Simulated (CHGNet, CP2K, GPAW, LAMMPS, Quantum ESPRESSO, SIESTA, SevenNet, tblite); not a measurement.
**CP2K runs on amorphous Hg30S21Se9 (60 atoms)**

Wanted: CP2K inputs and outputs for amorphous Hg30S21Se9 (60 atoms), checked against a plane-wave reference.

Main program and level: CP2K 2026.2; the method is named at each step.

## (1) The starting structure

The cell holds 60 atoms: 30 Hg, 21 S and 9 Se. Cell: a = 11.895 Å, b = 11.895 Å, c = 11.895 Å, α = 90.0°, β = 90.0°, γ = 90.0°. 60 atoms (30 Hg, 21 S, 9 Se) placed at random at 7.3 g/cm³, melted at 2500 K for 10 ps at fixed volume with the Stillinger-Weber II-VI potential (Zhou et al., Phys. Rev. B 88, 085309 (2013)). Quenched from 2500 K to 300 K at 3 K/ps and fixed volume, held 5 ps, then minimised at fixed cell.

The yardstick, on the same geometry:

* method: Kohn-Sham DFT, PBE, SSSP efficiency 1.3.0 pseudopotentials, plane waves (Quantum ESPRESSO 7.5); sssp-pbe-1.3.0-efficiency, cutoffs 55/440 Ry, Γ point
* r.m.s. force component: 0.4116 eV/Å
* longest force: 1.594 eV/Å
* pressure: 0.3687 GPa
* time: 11 min on 4 MPI ranks of Arm Neoverse V1, shared host
* CPU time: 43 min

## (2) PBE, DZVP-MOLOPT-SR, 600/60 Ry, diagonalisation

Method: Kohn-Sham DFT, PBE, GTH-PBE pseudopotentials, Gaussian and plane waves, DZVP-MOLOPT-SR-GTH, diagonalisation.

Contents of input.inp:

```
&GLOBAL
  PROJECT cell
  RUN_TYPE ENERGY_FORCE
  PRINT_LEVEL LOW
&END GLOBAL
&FORCE_EVAL
  METHOD QS
  STRESS_TENSOR ANALYTICAL
  &DFT
    BASIS_SET_FILE_NAME BASIS_MOLOPT
    POTENTIAL_FILE_NAME GTH_POTENTIALS
    &MGRID
      CUTOFF 600
      REL_CUTOFF 60
      NGRIDS 5
    &END MGRID
    &QS
      EPS_DEFAULT 1.0E-12
    &END QS
    &SCF
      SCF_GUESS ATOMIC
      EPS_SCF 5.0E-06
      MAX_SCF 200
      ADDED_MOS 14
      &DIAGONALIZATION
        ALGORITHM STANDARD
      &END DIAGONALIZATION
      &SMEAR ON
        METHOD FERMI_DIRAC
        ELECTRONIC_TEMPERATURE [K] 580
      &END SMEAR
      &MIXING
        METHOD BROYDEN_MIXING
        ALPHA 0.3
        NBROYDEN 12
      &END MIXING
      &PRINT
        &RESTART OFF
        &END RESTART
      &END PRINT
    &END SCF
    &XC
      &XC_FUNCTIONAL PBE
      &END XC_FUNCTIONAL
    &END XC
    &PRINT
      &MULLIKEN ON
      &END MULLIKEN
      &HIRSHFELD ON
        SHAPE_FUNCTION DENSITY
      &END HIRSHFELD
      &MO ON
        EIGENVALUES T
        OCCUPATION_NUMBERS T
        MO_INDEX_RANGE 259 282
        &EACH
          QS_SCF 0
        &END EACH
        ADD_LAST NUMERIC
      &END MO
    &END PRINT
  &END DFT
  &SUBSYS
    &CELL
      A 11.89490 0.00000 0.00000
      B 0.00000 11.89490 0.00000
      C 0.00000 0.00000 11.89490
    &END CELL
    &COORD
      SCALED
      Hg 0.07001 0.78688 0.21352
      Hg 0.06669 0.68095 0.97269
      Hg 0.95640 0.46892 0.76005
      Hg 0.50280 0.97084 0.14502
      Hg 0.73983 0.65799 0.74687
      Hg 0.72809 0.84180 0.52689
      Hg 0.51707 0.62223 0.26623
      Hg 0.79160 0.11802 0.98247
      Hg 0.43066 0.61959 0.94235
      Hg 0.32036 0.25321 0.24960
      Hg 0.42898 0.93780 0.39559
      Hg 0.75135 0.44220 0.00462
      Hg 0.44264 0.60232 0.58886
      Hg 0.07053 0.05949 0.48075
      Hg 0.86772 0.56686 0.33219
      Hg 0.85264 0.27396 0.52592
      Hg 0.76987 0.76878 0.05609
      Hg 0.01097 0.29852 0.18980
      Hg 0.12872 0.42830 0.44747
      Hg 0.15078 0.20781 0.81813
      Hg 0.79389 0.01922 0.30316
      Hg 0.41824 0.23149 0.92134
      Hg 0.61126 0.34534 0.74479
      Hg 0.64168 0.29702 0.27505
      Hg 0.95151 0.93143 0.73768
      Hg 0.14150 0.99522 0.05511
      Hg 0.04613 0.68580 0.53091
      Hg 0.29688 0.89770 0.73692
      Hg 0.59100 0.07616 0.67013
      Hg 0.40632 0.26527 0.55514
      S 0.93663 0.17202 0.35492
      S 0.62841 0.27196 0.49486
      S 0.94449 0.87302 0.51763
      S 0.47549 0.41349 0.20158
      S 0.43646 0.73484 0.75825
      S 0.92134 0.48433 0.53763
      S 0.53329 0.42503 0.95729
      S 0.81903 0.40022 0.20565
      S 0.64182 0.86644 0.72920
      S 0.66703 0.11123 0.16143
      S 0.85891 0.81323 0.25758
      S 0.65374 0.51740 0.59784
      S 0.23106 0.54221 0.99299
      S 0.39127 0.71958 0.41201
      S 0.18896 0.42907 0.21192
      S 0.16193 0.41805 0.79451
      S 0.68618 0.66715 0.39692
      S 0.62385 0.01627 0.45022
      S 0.86071 0.61111 0.92487
      S 0.29293 0.44353 0.59030
      S 0.16638 0.64747 0.35002
      Se 0.54677 0.75201 0.08846
      Se 0.01546 0.17157 0.00509
      Se 0.12118 0.87189 0.86956
      Se 0.29042 0.11427 0.43231
      Se 0.36434 0.11804 0.72884
      Se 0.33551 0.10455 0.08520
      Se 0.81390 0.29904 0.83138
      Se 0.78210 0.91837 0.88617
      Se 0.98236 0.14767 0.68273
    &END COORD
    &KIND Hg
      BASIS_SET DZVP-MOLOPT-SR-GTH-q12
      POTENTIAL GTH-PBE-q12
    &END KIND
    &KIND S
      BASIS_SET DZVP-MOLOPT-SR-GTH-q6
      POTENTIAL GTH-PBE-q6
    &END KIND
    &KIND Se
      BASIS_SET DZVP-MOLOPT-SR-GTH-q6
      POTENTIAL GTH-PBE-q6
    &END KIND
  &END SUBSYS
  &PRINT
    &FORCES ON
    &END FORCES
    &STRESS_TENSOR ON
    &END STRESS_TENSOR
  &END PRINT
&END FORCE_EVAL
```

Command:

```sh
OMP_NUM_THREADS=2 cp2k.psmp -i input.inp > output.txt
```

Numbers of over 12 decimals in the logs are rounded to 6 here.

Log:

```text
CP2K| version string:                                       CP2K version 2026.2
 CP2K| Input file name                                                 input.inp
 GLOBAL| Basis set file name                                        BASIS_MOLOPT
 GLOBAL| Potential file name                                      GTH_POTENTIALS
 GLOBAL| Run type                                                   ENERGY_FORCE
 GLOBAL| Total number of message passing processes                             1
 GLOBAL| Number of threads for this process                                    2
 TOTAL NUMBERS AND MAXIMUM NUMBERS
  Total number of            - Atomic kinds:                                   3
                             - Atoms:                                         60
                             - Shell sets:                                    60
                             - Shells:                                       360
                             - Primitive Cartesian functions:                300
                             - Cartesian basis functions:                   1320
                             - Spherical basis functions:                   1140
  Maximum angular momentum of- Orbital basis functions:                        3
                             - Local part of the GTH pseudopotential:          0
                             - Non-local part of the GTH pseudopotential:      4
 SCF PARAMETERS         Density guess:                                    ATOMIC
                        max_scf:                                             200
                        eps_scf:                                        5.00E-06
                        added MOs                                        14    0
                        Mixing method:                            BROYDEN_MIXING
                                                charge density mixing in g-space
                        Smear method:                                FERMI_DIRAC
                        Electronic temperature [K]:                        580.0
                        Electronic temperature [a.u.]:                  1.84E-03
                        Accuracy threshold:                             1.00E-10
 Extrapolation method: initial_guess
 Number of electrons:                                                        540
 Number of occupied orbitals:                                                270
 Number of molecular orbitals:                                               284
 Number of orbital functions:                                               1140
 Number of independent orbital functions:                                   1140
 SCF WAVEFUNCTION OPTIMIZATION
  Step     Update method      Time    Convergence         Total energy    Change
     1 NoMix/Diag. 0.30E+00    7.3     1.31122754     -1535.4432561059 -1.54E+03
     2 Broy./Diag. 0.30E+00    9.6     0.70573617     -1536.8641570657 -1.42E+00
     3 Broy./Diag. 0.30E+00    9.9     0.53193466     -1536.0104434477  8.54E-01
     4 Broy./Diag. 0.30E+00    9.9     0.42596304     -1534.6337230643  1.38E+00
[...]
19 Broy./Diag. 0.30E+00   10.4     0.00000527     -1532.7085390932 -6.02E-05
    20 Broy./Diag. 0.30E+00   10.4     0.00000303     -1532.7085361284  2.96E-06
  *** SCF run converged in    20 steps ***
  Electronic density on regular grids:       -540.0000000000        0.0000000000
  Core density on regular grids:              539.9999999992       -0.0000000008
  Total charge density on r-space grids:       -0.0000000008
  Total charge density g-space grids:          -0.0000000008
  Overlap energy of the core charge distribution:               1.95186e-08
  Self energy of the core charge distribution:              -2824.965367
  Core Hamiltonian energy:                                    811.070470
  Hartree energy:                                             724.814806
  Exchange-correlation energy:                               -243.621725
  Electronic entropic energy:                                  -0.00672091
  Fermi energy:                                                 0.145960
  Total energy:                                             -1532.708536
  Total energy (extrapolated to T->0):                      -1532.705176
 MO| EIGENVALUES AND OCCUPATION NUMBERS
 MO|
 MO|  Index      Eigenvalue [a.u.]        Eigenvalue [eV]             Occupation
 MO|    259               0.108021               2.939405               2.000000
 MO|    260               0.109830               2.988637               2.000000
 MO|    261               0.113812               3.096995               2.000000
[...]
MO|    281               0.183623               4.996623               0.000000
 MO|    282               0.188190               5.120923               0.000000
 MO| Sum:                                                             540.000000
 MO| E(Fermi):            0.145960 a.u.          3.971766 eV
 !-----------------------------------------------------------------------------!
                     Mulliken Population Analysis
 #  Atom  Element  Kind  Atomic population                           Net charge
       1     Hg       1         12.017099                             -0.017099
       2     Hg       1         11.950026                              0.049974
       3     Hg       1         12.006302                             -0.006302
[...]
59     Se       3          5.963765                              0.036235
      60     Se       3          6.054150                             -0.054150
 # Total charge                            540.000000                  0.000000
 !-----------------------------------------------------------------------------!
 !-----------------------------------------------------------------------------!
                           Hirshfeld Charges
  #Atom  Element  Kind  Ref Charge     Population                    Net charge
      1       Hg     1      12.000         11.884                         0.116
      2       Hg     1      12.000         11.787                         0.213
      3       Hg     1      12.000         11.774                         0.226
[...]
59       Se     3       6.000          6.123                        -0.123
     60       Se     3       6.000          6.224                        -0.224
  Total Charge                                                            0.000
 !-----------------------------------------------------------------------------!
 ENERGY| Total FORCE_EVAL ( QS ) energy [hartree]          -1532.708508
 FORCES| Atomic forces [hartree/bohr]
 FORCES|   Atom     x               y               z               |f|
 FORCES|      1  9.89554571E-03  6.84540398E-03 -3.88984378E-03   1.26456421E-02
 FORCES|      2  1.32885150E-02 -1.07876303E-02  3.31646020E-03   1.74343485E-02
 FORCES|      3  8.26561059E-03 -7.48625220E-03  9.45614309E-04   1.11918934E-02
[...]
FORCES|     59 -7.22945492E-03  2.60519433E-03 -1.59489859E-02   1.77037343E-02
 FORCES|     60  7.24426456E-04 -5.42873052E-03 -1.55080925E-02   1.64467882E-02
 FORCES| Sum     1.30870368E-05 -5.30699488E-06 -1.10771433E-05
 FORCES| Total atomic force                                       1.79481986E-05
 STRESS| Analytical stress tensor [bar]
 STRESS|                        x                   y                   z
 STRESS|      x        1.09788958165E+04  -3.85748261589E+03   2.13896668396E+03
 STRESS|      y       -3.85748261589E+03   7.69857065259E+03  -3.65188384831E+02
 STRESS|      z        2.13896668396E+03  -3.65188384831E+02   1.17324123575E+04
 STRESS| 1/3 Trace                                             1.01366262755E+04
```

It took 3.9 min on 2 threads of Arm Neoverse V1, shared host; peak memory 4.8 GiB; 7 min of CPU time.

Banners, paths, timers and routine set-up lines are dropped from the logs unmarked, and long logs keep their key lines alone; longer cuts are marked.

Numbers from this run, and their distance from the reference:

```yaml
r_m_s_force_component: 0.4212 eV/Å
r_m_s_difference_of_force_components: 40.18 meV/Å
longest_difference_of_force_vectors: 172.3 meV/Å
force_difference_over_r_m_s_force: 9.762 %
slope_of_forces_against_the_reference_s: 1.019
correlation_of_force_components: 0.9956
pressure: 1.014 GPa
pressure_difference: 0.645 GPa
```

Length of the force difference by element (eV/Å):

| element | atoms | mean | most |
| --- | --- | --- | --- |
| Hg | 30 | 0.076 | 0.17 |
| S | 21 | 0.047 | 0.14 |
| Se | 9 | 0.049 | 0.093 |

A closer look about Hg1, whose charge lies farthest from its element's mean: 9 atoms, nearest first, numbered in the order of the input, with positions taken from that point.

| atom | x | y | z | distance (Å) | bonds | Hirshfeld charge (e) | Fx | Fy | Fz (eV/Å) |
| --- | --- | --- | --- | --- | --- | --- | --- | --- | --- |
| Hg1 | 0.00 | 0.00 | 0.00 | 0.00 | 2 | 0.12 | 0.51 | 0.35 | -0.20 |
| S41 | -2.51 | 0.31 | 0.52 | 2.58 | 3 | -0.23 | -0.45 | -0.14 | -0.84 |
| S51 | 1.15 | -1.66 | 1.62 | 2.59 | 3 | -0.20 | -0.57 | 0.27 | 0.30 |
| Hg2 | -0.04 | -1.26 | -2.86 | 3.13 | 3 | 0.21 | 0.68 | -0.55 | 0.17 |
| Hg26 | 0.85 | 2.48 | -1.88 | 3.23 | 3 | 0.14 | -0.31 | -0.49 | 0.76 |
| Hg15 | -2.41 | -2.62 | 1.41 | 3.83 | 3 | 0.26 | -0.52 | 0.14 | 0.01 |
| Hg27 | -0.28 | -1.20 | 3.78 | 3.97 | 3 | 0.23 | 0.16 | 0.15 | -0.81 |
| Hg17 | -3.57 | -0.22 | -1.87 | 4.04 | 4 | 0.21 | 0.19 | 0.15 | 0.84 |
| S33 | -1.49 | 1.02 | 3.62 | 4.05 | 4 | -0.23 | 0.25 | -0.12 | 0.99 |

Forces lie 9.8 % from the reference's, at 0.17 times its CPU time (on 2 against 4 cores).

## (3) PBE, SZV-MOLOPT-SR, 600/60 Ry, diagonalisation

Method: Kohn-Sham DFT, PBE, GTH-PBE pseudopotentials, Gaussian and plane waves, SZV-MOLOPT-SR-GTH, diagonalisation.

input.inp: that of step 2 with these lines changed.

```diff
@@ -68,8 +68,8 @@
     &END CELL
-    &COORD
-      SCALED
-[... 60 atom lines left out: the same atoms as in the first run ...]
-    &END COORD
+    &TOPOLOGY
+      COORD_FILE_NAME structure.xyz
+      COORD_FILE_FORMAT XYZ
+    &END TOPOLOGY
     &KIND Hg
-      BASIS_SET DZVP-MOLOPT-SR-GTH-q12
+      BASIS_SET SZV-MOLOPT-SR-GTH-q12
       POTENTIAL GTH-PBE-q12
@@ -77,3 +77,3 @@
     &KIND S
-      BASIS_SET DZVP-MOLOPT-SR-GTH-q6
+      BASIS_SET SZV-MOLOPT-SR-GTH-q6
       POTENTIAL GTH-PBE-q6
@@ -81,3 +81,3 @@
     &KIND Se
-      BASIS_SET DZVP-MOLOPT-SR-GTH-q6
+      BASIS_SET SZV-MOLOPT-SR-GTH-q6
       POTENTIAL GTH-PBE-q6
```

Contents of structure.xyz:

```xyz
60

Hg 0.83276 9.35986 2.53980
Hg 0.79327 8.09983 11.57005
Hg 11.37628 5.57776 9.04072
Hg 5.98076 11.54804 1.72500
Hg 8.80020 7.82673 8.88394
Hg 8.66056 10.01313 6.26730
Hg 6.15050 7.40136 3.16678
Hg 9.41600 1.40384 11.68638
Hg 5.12266 7.36996 11.20916
Hg 3.81065 3.01191 2.96897
Hg 5.10267 11.15504 4.70550
Hg 8.93723 5.25992 0.05495
Hg 5.26516 7.16454 7.00443
Hg 0.83895 0.70763 5.71847
Hg 10.32144 6.74274 3.95137
Hg 10.14207 3.25873 6.25577
Hg 9.15753 9.14456 0.66718
Hg 0.13049 3.55087 2.25765
Hg 1.53111 5.09459 5.32261
Hg 1.79351 2.47188 9.73157
[... 36 atom lines left out ...]
Se 3.99086 1.24361 1.01345
Se 9.68126 3.55705 9.88918
Se 9.30300 10.92392 10.54090
Se 11.68507 1.75652 8.12101
```

Command:

```sh
OMP_NUM_THREADS=1 cp2k.psmp -i input.inp > output.txt
```

Log:

```text
CP2K| version string:                                       CP2K version 2026.2
 CP2K| Input file name                                                 input.inp
 GLOBAL| Basis set file name                                        BASIS_MOLOPT
 GLOBAL| Potential file name                                      GTH_POTENTIALS
 GLOBAL| Run type                                                   ENERGY_FORCE
 GLOBAL| Total number of message passing processes                             1
 GLOBAL| Number of threads for this process                                    1
 TOTAL NUMBERS AND MAXIMUM NUMBERS
  Total number of            - Atomic kinds:                                   3
                             - Atoms:                                         60
[... lines left out ...]
                        Smear method:                                FERMI_DIRAC
[... lines left out ...]
 Number of electrons:                                                        540
[... lines left out ...]
  Step     Update method      Time    Convergence         Total energy    Change
[... lines left out ...]
  *** SCF run converged in    23 steps ***
[... lines left out ...]
  Fermi energy:                                                 0.178795
  Total energy:                                             -1530.607178
  Total energy (extrapolated to T->0):                      -1530.603669
[... lines left out ...]
 MO| E(Fermi):            0.178795 a.u.          4.865250 eV
[... lines left out ...]
 !-----------------------------------------------------------------------------!
 !-----------------------------------------------------------------------------!
                           Hirshfeld Charges
  #Atom  Element  Kind  Ref Charge     Population                    Net charge
      1       Hg     1      12.000         11.975                         0.025
      2       Hg     1      12.000         11.867                         0.133
      3       Hg     1      12.000         11.840                         0.160
[...]
59       Se     3       6.000          6.129                        -0.129
     60       Se     3       6.000          6.231                        -0.231
  Total Charge                                                            0.000
 !-----------------------------------------------------------------------------!
 ENERGY| Total FORCE_EVAL ( QS ) energy [hartree]          -1530.607179
 FORCES| Atomic forces [hartree/bohr]
 FORCES|   Atom     x               y               z               |f|
 FORCES|      1  1.22980693E-02  6.48943066E-03 -4.68801057E-03   1.46742176E-02
 FORCES|      2  1.28818909E-02 -2.30699527E-02  9.65556075E-03   2.81317558E-02
 FORCES|      3  1.52554649E-02 -1.79535768E-03 -2.63244580E-03   1.55846813E-02
[...]
FORCES|     59 -4.89061577E-03  4.70294447E-03 -9.36551910E-03   1.15649798E-02
 FORCES|     60  1.61334550E-03 -4.55969314E-03 -1.84134408E-02   1.90380799E-02
 FORCES| Sum     5.07789337E-06 -7.22886214E-06 -2.48446811E-05
 FORCES| Total atomic force                                       2.63685348E-05
 STRESS| Analytical stress tensor [bar]
 STRESS|                        x                   y                   z
 STRESS|      x        1.90594630204E+04  -7.84508129055E+03   3.94107951660E+03
 STRESS|      y       -7.84508129055E+03   1.77279147555E+04   1.65356113479E+02
 STRESS|      z        3.94107951660E+03   1.65356113479E+02   2.23771272210E+04
 STRESS| 1/3 Trace                                             1.97215016656E+04
```

The job ended after 4.1 min (1 thread; peak memory 4.5 GiB).

Compared with the plane-wave run:

| Item | Value |
| --- | --- |
| r.m.s. force component | 0.6192 eV/Å |
| r.m.s. difference of force components | 322.3 meV/Å |
| longest difference of force vectors | 1278 meV/Å |
| force difference over r.m.s. force | 78.3 % |
| slope of forces against the reference's | 1.325 |
| correlation of force components | 0.8808 |
| pressure | 1.972 GPa |
| pressure difference | 1.603 GPa |

This is a coarse setting, run to see what it loses.

Against the first run (9.8 %), the force difference from the reference is 78 %, at 0.59 times the CPU time (on 1 against 2 cores), with 390 basis functions against 1140: the smaller basis costs accuracy.

(Continued in part 2 of 3.)

[Also dropped from logs without a mark: logging warnings of Python, and SIESTA's first energy breakdown and zero terms.]

[Logs are printed without paths, hosts, clocks, repeated set-up lines and the standing remarks that a program may print on its own settings, such as how far it seeks lower states.]

[Hosts, paths, dates, database ids (printed as entryN), source tags and the programs' standing remarks are cut or masked in the printed files.]
